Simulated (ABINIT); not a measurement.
# Si3Ge (Pm-3m): from the cell to the phonon bands, part 2 of 4

How does Si3Ge (Pm-3m) vibrate, and is this structure a minimum?

ABINIT 10.8.3; DFT LDA, scalar-relativistic, plane waves, HGH norm-conserving pseudopotentials.

So far. Step 4 (Relaxation): The volume changes by -1.0 % in this run and stands -1.6 % from the first cell. The relaxed cell has a = 3.925 Å (conventional setting).

The structure was built from a prototype and need not be the compound's stable phase.

## (6) Linear response at Γ

At q = 0 one unit cell holds all displacements. The response is solved for single atoms along the cell's directions, and symmetry skips those that follow from others. The crystal is treated as a metal, which screens a static field, so no field response is asked.

File dfpt_gamma.abi:

```

# common to the responses
getwfk_filepath "gso_WFK"
kptopt 2
nqpt 1
qpt 0.0 0.0 0.0
asr 0
chneut 0

# displacements
rfphon 1
rfatpol 1 4
rfdir 1 1 1
tolvrs 1.0d-10
prtwf 0

# basis, mesh and filling
ecut 20.0
ixc 7
ngkpt 6 6 6
nshiftk 1
shiftk 0.0 0.0 0.0
istwfk *1
occopt 3
tsmear 0.01
nband 14
nstep 100
diemac 1000000.0
prtebands 0
prtgsr 0
useylm 1

# cell and atoms
acell 3*1.0 Angstrom
rprim 
    3.924538893 0.0 0.0
    0.0 3.924538893 0.0
    0.0 0.0 3.924538893
ntypat 2
znucl 32 14
natom 4
typat 1 2 2 2
xred 
    0.0 0.0 0.0
    0.0 0.5 0.5
    0.5 0.0 0.5
    0.5 0.5 0.0
pp_dirpath "./pseudo"
pseudos "Ge.hgh, Si.hgh"
```

Launch:

```console
OMP_NUM_THREADS=1 mpirun -n 4 abinit dfpt_gamma.abi > dfpt_gamma.log
```

Numbers of over 12 decimals in the logs are rounded to 6 here.

dfpt_gamma.abo, the main output file:

```text
[banners, grids, parts of the stress and lines that vanish by symmetry left out]
- input  file    -> dfpt_gamma.abi
- output file    -> dfpt_gamma.abo
- root for input  files -> dfpt_gammai
- root for output files -> dfpt_gammao

 Symmetries : space group Pm -3 m (#221); Bravais cP (primitive cubic)
================================================================================
 Values of the parameters that define the memory need of the present run (RF).
     intxc =       0      iscf =       7    lmnmax =      14     lnmax =       6
     mgfft =      30  mpssoang =       3    mqgrid =    3001     natom =       4
  nloc_mem =       1    nspden =       1   nspinor =       1    nsppol =       1
      nsym =      48    n1xccc =       0    ntypat =       2    occopt =       3
   xclevel =       1
-    mband =          14        mffmem =           1         mkmem =          28
-   mkqmem =          28        mk1mem =          28           mpw =        1775
      nfft =       27000          nkpt =         112
- my_mband =          14
================================================================================
================================================================================

--------------------------------------------------------------------------------
------------- Echo of variables that govern the present computation ------------
--------------------------------------------------------------------------------
-
- outvars: echo of selected default values
-   iomode0 =  0 , fftalg0 =312 , wfoptalg0 =  0
-
- outvars: echo of global parameters not present in the input file
-  max_nthreads =    1
-
 -outvars: echo values of preprocessed input variables
 [... echo left out ...]
================================================================================

 chkinp: Checking input parameters for consistency.

[...]
== DATASET  1 ==================================================================
-   mpi_nproc: 4, omp_nthreads: 1 (-1 if OMP is not activated)

--- !DatasetInfo
iteration_state: {dtset: 1, }
dimensions: {natom: 4, nkpt: 112, mband: 14, nsppol: 1, nspinor: 1, nspden: 1, mpw: 1775, }
cutoff_energies: {ecut:  20.0, pawecutdg:  -1.0, }
electrons: {nelect:   1.60000000E+01, charge:   0.00000000E+00, occopt:   3.00000000E+00, tsmear:   1.00000000E-02, }
meta: {optdriver: 1, rfphon: 1, }
...

 mkfilename: getwfk from: gso_WFK

 Exchange-correlation functional for the present dataset will be:
  LDA: Perdew-Wang 92 LSD fit to Ceperley-Alder data - ixc=7
 Citation for XC functional:
  J.P.Perdew and Y.Wang, PRB 45, 13244 (1992)

 Real(R)+Recip(G) space primitive vectors, cartesian coordinates (Bohr,Bohr^-1):
 R(1)=  7.4163037  0.0000000  0.0000000  G(1)=  0.1348381  0.0000000  0.0000000
 R(2)=  0.0000000  7.4163037  0.0000000  G(2)=  0.0000000  0.1348381  0.0000000
 R(3)=  0.0000000  0.0000000  7.4163037  G(3)=  0.0000000  0.0000000  0.1348381
 Unit cell volume ucvol=  4.0790827E+02 bohr^3
 Angles (23,13,12)=  9.00000000E+01  9.00000000E+01  9.00000000E+01 degrees
 setup1 : take into account q-point for computing boxcut.

 getcut: wavevector=  0.0000  0.0000  0.0000  ngfft=  30  30  30
         ecut(hartree)=     20.000   => boxcut(ratio)=   2.00934

--- Pseudopotential description ------------------------------------------------
- pspini: atom type   1  psp file is ./pseudo/Ge.hgh

- pspini: atom type   2  psp file is ./pseudo/Si.hgh

  -1.21613905E+02                                ecore*ucvol(ha*bohr**3)
--------------------------------------------------------------------------------

 ==>  initialize data related to q vector <==

 The list of irreducible perturbations for this q vector is:
    1)    idir= 1    ipert=   1
    2)    idir= 1    ipert=   2
    3)    idir= 2    ipert=   2

[...]
The perturbation idir=   2  ipert=   1 is
 symmetric of a previously calculated perturbation.
 So, its SCF calculation is not needed.

 The perturbation idir=   3  ipert=   1 is
 symmetric of a previously calculated perturbation.
 So, its SCF calculation is not needed.

 The perturbation idir=   3  ipert=   2 is
 symmetric of a previously calculated perturbation.
 So, its SCF calculation is not needed.

 The perturbation idir=   1  ipert=   3 is
 symmetric of a previously calculated perturbation.
 So, its SCF calculation is not needed.

[...]
The perturbation idir=   2  ipert=   4 is
 symmetric of a previously calculated perturbation.
 So, its SCF calculation is not needed.

 The perturbation idir=   3  ipert=   4 is
 symmetric of a previously calculated perturbation.
 So, its SCF calculation is not needed.

--------------------------------------------------------------------------------
 Perturbation wavevector (in red.coord.)   0.000000  0.000000  0.000000
 Perturbation : displacement of atom   1   along direction   1
 Found     8 symmetries that leave the perturbation invariant.

[...]
dfpt_looppert : total number of electrons, from k and k+q
  fully or partially occupied states are    1.600000E+01 and    1.600000E+01.
 Initialisation of the first-order wave-functions :
  ireadwf=   0

--- !BeginCycle
iteration_state: {dtset: 1, }
solver: {iscf: 7, nstep: 100, nline: 4, wfoptalg: 0, }
tolerances: {tolvrs: 1.00E-10, }
...

     iter   2DEtotal(Ha)        deltaE(Ha) residm    vres2
-ETOT  1   38.473339012068     -6.287E+01 4.402E-01 5.925E+04
 ETOT  2   1.889859     -3.658E+01 1.088E-01 1.301E+03
 ETOT  3   1.001687     -8.882E-01 8.316E-02 6.980E+00
 ETOT  4  0.997586     -4.101E-03 6.558E-02 2.122E-02
 ETOT  5  0.997573     -1.294E-05 4.035E-02 4.468E-05
[...]
At SCF step    9       vres2   =  5.31E-13 < tolvrs=  1.00E-10 =>converged.
[...]
Mean square residual over all n,k,spin=   26.081E-06; max=  79.952E-04

 Thirteen components of 2nd-order total energy (hartree) are
 1,2,3: 0th-order hamiltonian combined with 1st-order wavefunctions
     kin0=   1.00497451E+02 eigvalue=  -7.49577421E+00  local=  -4.21104963E+01
 4,5,6: 1st-order hamiltonian combined with 1st and 0th-order wfs
 loc psp =  -2.64861711E+01  Hartree=   1.89807667E+01     xc=  -8.81195752E+00
 note that "loc psp" includes a xc core correction that could be resolved
 7,8,9: eventually, occupation + non-local contributions
    edocc=   7.76918033E+00     enl0=   3.15157857E+01   enl1=  -1.74203741E+02
 1-9 gives the relaxation energy (to be shifted if some occ is /=2.0)
   erelax=  -1.00344956E+02
 10,11,12 Non-relaxation  contributions : frozen-wavefunctions and Ewald
 fr.local=  -1.07712932E+01 fr.nonlo=   8.50030215E+01  Ewald=   2.71108005E+01
 13,14 Frozen wf xc core corrections (1) and (2)
 frxc 1  =   0.00000000E+00  frxc 2 =   0.00000000E+00
 Resulting in :
 2DEtotal=    0.9975729286E+00 Ha. Also 2DEtotal=    0.271453422690E+02 eV
    (2DErelax=   -1.0034495596E+02 Ha. 2DEnonrelax=    1.0134252889E+02 Ha)
    (  non-var. 2DEtotal :    9.9757288157E-01 Ha)

[...]
Perturbation wavevector (in red.coord.)   0.000000  0.000000  0.000000
 Perturbation : displacement of atom   2   along direction   1
 Found     8 symmetries that leave the perturbation invariant.

[...]
dfpt_looppert : total number of electrons, from k and k+q
  fully or partially occupied states are    1.600000E+01 and    1.600000E+01.
 Initialisation of the first-order wave-functions :
  ireadwf=   0

--- !BeginCycle
iteration_state: {dtset: 1, }
solver: {iscf: 7, nstep: 100, nline: 4, wfoptalg: 0, }
tolerances: {tolvrs: 1.00E-10, }
...

     iter   2DEtotal(Ha)        deltaE(Ha) residm    vres2
-ETOT  1   44.245221613292     -3.821E+01 1.098E+00 6.743E+04
[...]
At SCF step    8       vres2   =  3.54E-11 < tolvrs=  1.00E-10 =>converged.
[...]
Mean square residual over all n,k,spin=   40.163E-06; max=  12.147E-03

 Thirteen components of 2nd-order total energy (hartree) are
 1,2,3: 0th-order hamiltonian combined with 1st-order wavefunctions
     kin0=   9.45438571E+01 eigvalue=  -8.56281093E+00  local=  -7.92228386E+01
 4,5,6: 1st-order hamiltonian combined with 1st and 0th-order wfs
 loc psp =   5.38085589E+01  Hartree=   1.97575022E+01     xc=  -7.96453284E+00
 note that "loc psp" includes a xc core correction that could be resolved
 7,8,9: eventually, occupation + non-local contributions
    edocc=   7.28242265E+00     enl0=   5.68493903E+01   enl1=  -2.19174539E+02
 1-9 gives the relaxation energy (to be shifted if some occ is /=2.0)
   erelax=  -8.26829901E+01
 10,11,12 Non-relaxation  contributions : frozen-wavefunctions and Ewald
 fr.local=  -5.31409773E+01 fr.nonlo=   1.08489413E+02  Ewald=   2.71108005E+01
 13,14 Frozen wf xc core corrections (1) and (2)
 frxc 1  =   0.00000000E+00  frxc 2 =   0.00000000E+00
 Resulting in :
 2DEtotal=   -0.2237538057E+00 Ha. Also 2DEtotal=   -0.608865123171E+01 eV
    (2DErelax=   -8.2682990052E+01 Ha. 2DEnonrelax=    8.2459236247E+01 Ha)
    (  non-var. 2DEtotal :   -2.2375368721E-01 Ha)

[...]
Perturbation wavevector (in red.coord.)   0.000000  0.000000  0.000000
 Perturbation : displacement of atom   2   along direction   2
 Found     4 symmetries that leave the perturbation invariant.

--------------------------------------------------------------------------------

--------------------------------------------------------------------------------

 dfpt_looppert : total number of electrons, from k and k+q
  fully or partially occupied states are    1.600000E+01 and    1.600000E+01.
 Initialisation of the first-order wave-functions :
  ireadwf=   0

--- !BeginCycle
iteration_state: {dtset: 1, }
solver: {iscf: 7, nstep: 100, nline: 4, wfoptalg: 0, }
tolerances: {tolvrs: 1.00E-10, }
...

     iter   2DEtotal(Ha)        deltaE(Ha) residm    vres2
-ETOT  1   43.324074068784     -3.965E+01 8.371E-01 6.520E+04
[...]
ETOT  8  0.561482     -9.805E-13 2.252E-02 1.547E-10
 ETOT  9  0.561482     -7.674E-13 1.228E-02 1.241E-12

 At SCF step    9       vres2   =  1.24E-12 < tolvrs=  1.00E-10 =>converged.
[...]
Mean square residual over all n,k,spin=   38.330E-06; max=  12.282E-03

 Thirteen components of 2nd-order total energy (hartree) are
 1,2,3: 0th-order hamiltonian combined with 1st-order wavefunctions
     kin0=   9.46320326E+01 eigvalue=  -8.58158834E+00  local=  -7.89782785E+01
 4,5,6: 1st-order hamiltonian combined with 1st and 0th-order wfs
 loc psp =   5.30323450E+01  Hartree=   1.95254017E+01     xc=  -7.93398380E+00
 note that "loc psp" includes a xc core correction that could be resolved
 7,8,9: eventually, occupation + non-local contributions
    edocc=   7.18359190E+00     enl0=   5.65694282E+01   enl1=  -2.17865553E+02
 1-9 gives the relaxation energy (to be shifted if some occ is /=2.0)
   erelax=  -8.24166040E+01
 10,11,12 Non-relaxation  contributions : frozen-wavefunctions and Ewald
 fr.local=  -5.21340761E+01 fr.nonlo=   1.08001361E+02  Ewald=   2.71108005E+01
 13,14 Frozen wf xc core corrections (1) and (2)
 frxc 1  =   0.00000000E+00  frxc 2 =   0.00000000E+00
 Resulting in :
 2DEtotal=    0.5614817060E+00 Ha. Also 2DEtotal=    0.152786955732E+02 eV
    (2DErelax=   -8.2416603961E+01 Ha. 2DEnonrelax=    8.2978085667E+01 Ha)
    (  non-var. 2DEtotal :    5.6148174895E-01 Ha)

[...]
---- first-order wavefunction calculations are completed ----

 ==> Compute Derivative Database <==

 [... matrices left out ...]
  Phonon wavevector (reduced coordinates) :  0.00000  0.00000  0.00000
 Phonon energies in Hartree :
  -5.220448E-04 -5.220448E-04 -5.220448E-04 -4.356644E-04 -4.356644E-04
  -4.356644E-04  5.798225E-06  5.798225E-06  5.798226E-06  9.584690E-04
   9.584690E-04  9.584690E-04
 Phonon frequencies in cm-1    :
- -1.145756E+02 -1.145756E+02 -1.145756E+02 -9.561729E+01 -9.561729E+01
- -9.561729E+01  1.272563E+00  1.272563E+00  1.272564E+00  2.103596E+02
-  2.103596E+02  2.103596E+02

== END DATASET(S) ==============================================================
================================================================================

 -outvars: echo values of variables after computation
            acell      1.8897261259E+00  1.8897261259E+00  1.8897261259E+00 Bohr
           etotal      5.6148170604E-01
            fcart      0.0000000000E+00  0.0000000000E+00  0.0000000000E+00
           strten      0.0000000000E+00  0.0000000000E+00  0.0000000000E+00
================================================================================
```

It took 22 s on 4 MPI ranks of Arm Neoverse V2, shared host; 86 s of CPU time.

Read from the output:

```yaml
largest_acoustic_frequency_at_the_zone_centre_before_the_sum_rule: 1.27 cm⁻¹
highest_optical_zone_centre_mode_no_lo_to_term: 210.4 cm⁻¹
lowest_optical_zone_centre_mode: -114.6 cm⁻¹
```

The acoustic modes at Γ come out as far as 1.3 cm⁻¹ from zero, where they should vanish, a small numerical error. The lowest optical mode is imaginary, 115i cm⁻¹, an instability at this level and on this k mesh.

(Continued in part 3 of 4.)

[Host names and launcher messages were left out of these logs when they were recorded.]

[Logs are printed without paths, hosts, clocks, repeated set-up lines and the standing remarks that a program may print on its own settings, such as how far it seeks lower states.]

[Hosts, paths, dates, database ids (printed as entryN), source tags and the programs' standing remarks are cut or masked in the printed files.]
